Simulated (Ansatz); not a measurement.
# Sc3SnB (Pm-3m): relaxing the cell for a phonon run

Task: relax Sc3SnB (Pm-3m) tightly.

Calculated with Ansatz 0.2.0; DFT PBEsol, scalar-relativistic, plane waves, PAW; PAW set soft_1.

### Step 1. Starting point

It takes space group Pm-3m (No. 221, cubic). The conventional cell has a = 4.571 Å, b = 4.571 Å, c = 4.571 Å, α = 90.00°, β = 90.00°, γ = 90.00°. Nearest to Sc lie 2 B at 2.29 Å and 8 Sc at 3.23 Å and 4 Sn at 3.23 Å. Nearest to Sn lie 12 Sc at 3.23 Å. Nearest to B lie 6 Sc at 2.29 Å. Farther neighbours are not listed.

### Step 2. A coarse first look

First a cheap look: the gap decides the mesh and the occupations, the pressure tells how far the cell has to move.

Contents of input.yaml:

```yaml
crystal:
  lattice:
    - [4.571, 0.0, 0.0]
    - [0.0, 4.571, 0.0]
    - [0.0, 0.0, 4.571]
  atoms:
    - { symbol: Sc, position: [0.0, 0.5, 0.5] }
    - { symbol: Sc, position: [0.5, 0.0, 0.5] }
    - { symbol: Sc, position: [0.5, 0.5, 0.0] }
    - { symbol: Sn, position: [0.0, 0.0, 0.0] }
    - { symbol: B, position: [0.5, 0.5, 0.5] }
kpoints:
  mp_grid: { grid: [4, 4, 4] }
hamiltonian:
  xc: pbesol
  pseudopotentials: { kind: paw, azcp: { folder: soft_1 }, xc_functional: pbe }
scf:
  occupations: { method: gaussian, width: 0.1 }
output:
  forces: true
  stress: true
  eigenvalues: true
```

Command:

```sh
$ ansatz run input.yaml --threads 4 --pin off --max-ram 10240MiB --backend cpu --events-out ev --progress --plain --runs-dir out
```

Numbers of over 12 decimals in the logs are rounded to 6 here.

Output:

```text
Engine: ansatz 0.2.0, aarch64-unknown-linux-gnu
Pseudopotentials: kind: paw
Pseudopotential: Sc, paw, valence charge 11, recommended cutoff 420 eV (normal), soft_1/Sc.paw.azcp
Pseudopotential: Sn, paw, valence charge 14, recommended cutoff 420 eV (normal), soft_1/Sn.paw.azcp
Pseudopotential: B, paw, valence charge 3, recommended cutoff 420 eV (normal), soft_1/B.paw.azcp
Functional definition: PBEsol
[...]
k-point 0: bands = [... 21 lower, 9.8776, 10.1389, 10.1389, 10.6845, 10.6845, 10.6845, 13.2218, 13.2219, ... 1 higher]
  k-point 1: bands = [... 21 lower, 9.7232, 10.3836, 10.3836, 10.5744, 10.5813, 10.8532, 11.7875, 13.0000, ... 1 higher]
  k-point 2: bands = [... 21 lower, 9.5772, 9.5772, 10.1635, 10.1635, 11.0766, 11.2346, 12.3590, 12.6457, ... 1 higher]
  k-point 9: bands = [... 21 lower, 7.8083, 8.8714, 8.8714, 8.8714, 12.2340, 12.2340, 12.2340, 12.4157, ... 1 higher]
[key lines of the parts left out:]
SCF converged after 8 iterations
Free energy (F): -12439.788159 eV
Fermi energy:    10.590223 eV
P = ⅓ Tr σ = 2.0118 GPa (20.118 kbar)
```

It took 1.1 s on 4 threads of Arm Neoverse V2, shared host; peak memory 0.38 GiB; 2.6 s of CPU time.

Numbers from this step:

```
pressure          : 2.012 GPa
volume per atom   : 19.10 Å³
gap on the k-mesh : 0 eV
```

The coarse mesh shows no gap and a pressure of 2.0 GPa.

### Step 3. Relaxation

Harmonic phonons are second derivatives at a point where the forces vanish, and they are wanted at zero stress, so atoms and cell are relaxed first.

input.yaml, as its differences from that of step 2:

```diff
@@ -12,3 +12,3 @@
 kpoints:
-  mp_grid: { grid: [4, 4, 4] }
+  mp_grid: { grid: [8, 8, 8] }
 hamiltonian:
@@ -22 +22,6 @@
   eigenvalues: true
+relax:
+  adjacent_minimum: "off"
+  f_tol: 0.005
+  max_steps: 80
+  cell: { stress_tol: 0.05 }
```

Output:

```text
[...]
Crystal: 5 atoms, lattice volume = 95.507 Å³
Basis set: ecut = 420 eV, 1863 PW (Γ), exchange–correlation on 64×64×64 points (8 copies of the dense FFT grid, shifted against one another)
Bands: 30, of which v1, the nominal top of the filled ones, is band 25 counted from 1 (24 counted from 0)
Symmetry: 48 space group operations
[...]
k-points: 35 of 512
[...]
SCF iter   1: F=—  HF=-12444.892777 eV  |F-HF|=—  |Δ(HF+E_count)|=         —  Δρ=8.19e-2  dr2=1.90e1  ethr=3.10e-3  ⟨swp⟩=5.3  Hψ=4436  notcnv=0
[...]
SCF iter   9: F=-12439.821139 eV  HF=-12439.821139 eV  |F-HF|=1.46e-9  |Δ(HF+E_count)|=   3.30e-8  Δρ=3.38e-6  dr2=1.10e-8  ethr=2.00e-10  ⟨swp⟩=10.1  Hψ=4768  notcnv=0
SCF 1 converged in 9 iterations: F = -12439.821139 eV  dr2 = 1.10e-8
[...]
relax step   1: F+E_penalty+E_count = -12439.82113924 eV  Δ(F+E_penalty+E_count) = +0.000e0 eV  max|allowed force component| = 2.829e-29 eV/Å  Δτ_max = 0.0000 Å  P = +1.903 GPa  Ω = 95.507 Å³  (9 SCF iters, dr2 threshold 1.00e-7 eV, accepted)
Crystal: 5 atoms, lattice volume = 98.472 Å³
Basis set: ecut = 420 eV, 1935 PW (Γ), exchange–correlation on 64×64×64 points (8 copies of the dense FFT grid, shifted against one another)
[...]
iter 1 solved again at ethr=9.03e-5 eV; its pass at ethr=3.10e-3 eV (dr2=4.52e-2 eV) is discarded
[...]
SCF iter   6: F=-12439.829768 eV  HF=-12439.829768 eV  |F-HF|=1.21e-7  |Δ(HF+E_count)|=   4.72e-7  Δρ=1.19e-5  dr2=1.49e-7  ethr=1.00e-9  ⟨swp⟩=7.4  Hψ=4560  notcnv=0
SCF 2 converged in 6 iterations: F = -12439.829768 eV  dr2 = 1.49e-7
[...]
relax step   2: F+E_penalty+E_count = -12439.82976769 eV  Δ(F+E_penalty+E_count) = -8.628e-3 eV  max|allowed force component| = 1.302e-29 eV/Å  Δτ_max = 0.0000 Å  P = -0.871 GPa  Ω = 98.472 Å³  energy of the carried Pulay correction = -2.914e-4 eV  (6 SCF iters, dr2 threshold 5.00e-7 eV, accepted)
Crystal: 5 atoms, lattice volume = 97.521 Å³
[...]
SCF iter   5: F=-12439.832539 eV  HF=-12439.832539 eV  |F-HF|=1.19e-7  |Δ(HF+E_count)|=   1.06e-6  Δρ=1.39e-5  dr2=2.78e-7  ethr=1.00e-9  ⟨swp⟩=7.2  Hψ=4520  notcnv=0
SCF 3 converged in 5 iterations: F = -12439.832539 eV  dr2 = 2.78e-7
[...]
relax step   3: F+E_penalty+E_count = -12439.83253906 eV  Δ(F+E_penalty+E_count) = -2.771e-3 eV  max|allowed force component| = 1.270e-29 eV/Å  Δτ_max = 0.0000 Å  P = -0.026 GPa  Ω = 97.521 Å³  energy of the carried Pulay correction = -1.990e-4 eV  (5 SCF iters, dr2 threshold 5.00e-7 eV, accepted)
[...]
SCF iter   5: F=-12439.832761 eV  HF=-12439.832761 eV  |F-HF|=1.82e-11  |Δ(HF+E_count)|=  4.91e-10  Δρ=2.05e-7  dr2=1.99e-11  ethr=1.00e-12  ⟨swp⟩=4.4  Hψ=4218  notcnv=0
SCF 4 converged in 5 iterations: F = -12439.832761 eV  dr2 = 1.99e-11
relax step   4: F+E_penalty+E_count = -12439.83276135 eV  Δ(F+E_penalty+E_count) = -2.223e-4 eV  max|allowed force component| = 5.864e-30 eV/Å  Δτ_max = 0.0000 Å  P = -0.023 GPa  Ω = 97.521 Å³  stress off target by 2.31e-2 GPa  SCF on the basis re-selected at this cell (its energy is not comparable with the rows above)  (5 SCF iters)
basis re-selected at this cell: Δ(F+E_penalty+E_count) = -2.223e-4 eV, ΔP = +0.003 GPa vs the last step (what re-selecting the basis moved, of the pressure what is left beyond the Pulay correction that the steps carried, after the strain that the cell walked since its last selection, with what the two solves' SCF thresholds leave and, on support functions, any second-order correction that the steps lacked; it is no m [...]
SCF converged after 5 iterations
Free energy (F): -12439.832761 eV
[...]
Internal energy: -12439.825501 eV  (E = F + TS)
E sigma→0 (E₀):  -12439.829131 eV
Entropy (-TS):   -0.007260 eV (-1.452 meV/atom)
Fermi energy:    10.418974 eV
[...]
--- Stress (GPa, compression-positive) ---
       -0.023097       0.000000      -0.000000
        0.000000      -0.023097       0.000000
       -0.000000       0.000000      -0.023097
  P = ⅓ Tr σ = -0.0231 GPa (-0.231 kbar)
--- Band table (eV; the first three rows and the last of 35) ---
  k-point 0: bands = [... 21 lower, 9.5967, 9.8903, 9.8903, 10.4461, 10.4461, 10.4461, 12.9053, 12.9053, ... 1 higher]
  k-point 1: bands = [... 21 lower, 9.5555, 10.0030, 10.3422, 10.3422, 10.4202, 10.4911, 12.0118, 12.7969, ... 1 higher]
  k-point 2: bands = [... 21 lower, 9.4596, 10.1331, 10.1331, 10.3171, 10.3204, 10.6125, 11.4865, 12.6922, ... 1 higher]
  k-point 34: bands = [... 21 lower, 7.5964, 8.6107, 8.6107, 8.6107, 11.9516, 11.9516, 11.9516, 12.1269, ... 1 higher]
--- Relaxed structure (3 steps of the walk, 3 accepted, 1 SCFs on fresh bases) ---
  F+E_penalty+E_count = -12439.83276135 eV   max|allowed force component| = 5.864e-30 eV/Å   (the final SCF, on the basis selected at the relaxed cell)
  cell:  # Å, volume = 97.5212 Å³
    - [4.602916, 0, 0]
    - [0, 4.602916, 0]
    - [0, 0, 4.602916]
  atoms:
    - { symbol: Sc, position: [0, 0.5, 0.5] }
    - { symbol: Sc, position: [0.5, 0, 0.5] }
    - { symbol: Sc, position: [0.5, 0.5, 0] }
    - { symbol: Sn, position: [0, 0, 0] }
    - { symbol: B, position: [0.5, 0.5, 0.5] }
```

The job ended after 5.7 s (4 threads; peak memory 0.47 GiB).

The steps of the relaxation:

| step | energy less that of the first step (eV) | largest force component (eV/Å) | pressure (GPa) | volume (Å³) |
| --- | --- | --- | --- | --- |
| 1 | 0.0000 | 0.0000 | 1.90 | 95.51 |
| 2 | -0.0086 | 0.0000 | -0.87 | 98.47 |
| 3 | -0.0114 | 0.0000 | -0.03 | 97.52 |
| 4* | -0.0116 | 0.0000 | -0.02 | 97.52 |

Relaxation steps marked * repeat the geometry before them on a plane-wave basis chosen anew for their cell, so energy and pressure can jump there.

Forces are held to the 48 operations that the run works with; a distortion that breaks them can't arise in this run.

| conventional cell, symmetrised | before | after | change |
| --- | --- | --- | --- |
| a (Å) | 4.571 | 4.603 | +0.7 % |
| b (Å) | 4.571 | 4.603 | +0.7 % |
| c (Å) | 4.571 | 4.603 | +0.7 % |
| volume (Å³/atom) | 19.10 | 19.50 | +2.1 % |

Numbers from this step:

```yaml
pressure: -0.02310 GPa
volume_per_atom: 19.50 Å³
```

In this step the volume went from 19.10 to 19.50 Å³/atom.

### Step 4. Tight relaxation

Phonons need a cell at rest on their own settings, so the relaxation is repeated with tight tolerances on forces and stress on the k mesh and occupations of the first response run.

input.yaml, the sections that differ from step 3:

```yaml
crystal:
  lattice:
    - [4.6029163534, 0.0, 0.0]
    - [0.0, 4.6029163534, 0.0]
    - [0.0, 0.0, 4.6029163534]
  atoms:
    - { symbol: Sc, position: [0.0, 0.5, 0.5] }
    - { symbol: Sc, position: [0.5, 0.0, 0.5] }
    - { symbol: Sc, position: [0.5, 0.5, 0.0] }
    - { symbol: Sn, position: [0.0, 0.0, 0.0] }
    - { symbol: B, position: [0.5, 0.5, 0.5] }
scf:
  occupations: { method: methfessel_paxton, width: 0.2 }
relax:
  adjacent_minimum: "off"
  f_tol: 0.001
  max_steps: 60
  cell: { stress_tol: 0.01 }
# kpoints, hamiltonian, output: as in step 3
```

Output:

```text
[...]
Crystal: 5 atoms, lattice volume = 97.521 Å³
Basis set: ecut = 420 eV, 1935 PW (Γ), exchange–correlation on 64×64×64 points (8 copies of the dense FFT grid, shifted against one another)
Bands: 30, of which v1, the nominal top of the filled ones, is band 25 counted from 1 (24 counted from 0)
[... 1 set-up line as in the run before ...]
[...]
k-points: 35 of 512
[...]
--- Relaxed structure (3 steps of the walk, 3 accepted, 1 SCFs on fresh bases) ---
[...]
cell:  # Å, volume = 97.4927 Å³
    - [4.602467, 0, 0.0]
    - [0, 4.602467, 0]
    - [0.0, 0, 4.602467]
  atoms:
    - { symbol: Sc, position: [0, 0.5, 0.5] }
    - { symbol: Sc, position: [0.5, 0, 0.5] }
    - { symbol: Sc, position: [0.5, 0.5, 0] }
    - { symbol: Sn, position: [0, 0, 0] }
    - { symbol: B, position: [0.5, 0.5, 0.5] }
[key lines of the parts left out:]
SCF converged after 5 iterations
Free energy (F): -12439.828866 eV
Fermi energy:    10.430719 eV
P = ⅓ Tr σ = -0.0000 GPa (-0.000 kbar)
```

It took 5.5 s on 4 threads; peak memory 0.46 GiB.

Little changed from the start: no atom moved by 0.005 Å and no cell edge by 0.1 %.

This step gave:

```
pressure : -2.04e-5 GPa
```

The forces vanish by symmetry and the pressure is 0.000 GPa, within the tolerances set. The cell now holds 19.50 Å³/atom.

### Step 5. Summary of results

```yaml
space_group_after_relaxation_within_0p01_a: Pm-3m
lattice_constant_a: 4.602 Å
lattice_constant_b: 4.602 Å
lattice_constant_c: 4.602 Å
volume_per_atom: 19.5 Å³
```

What this shows: The forces vanish by symmetry and the pressure is 0.000 GPa, within the tolerances set. The cell now holds 19.50 Å³/atom. The relaxation keeps the symmetry of its start, so it says nothing on stability against lower symmetry. Spin-orbit coupling is left out, which can matter for the heavy elements here. The PAW files were made for PBE and serve the other functionals too.

[Logs are printed without paths, hosts, clocks, repeated set-up lines and the standing remarks that a program may print on its own settings, such as how far it seeks lower states.]

[Hosts, paths, dates, database ids (printed as entryN), source tags and the programs' standing remarks are cut or masked in the printed files.]
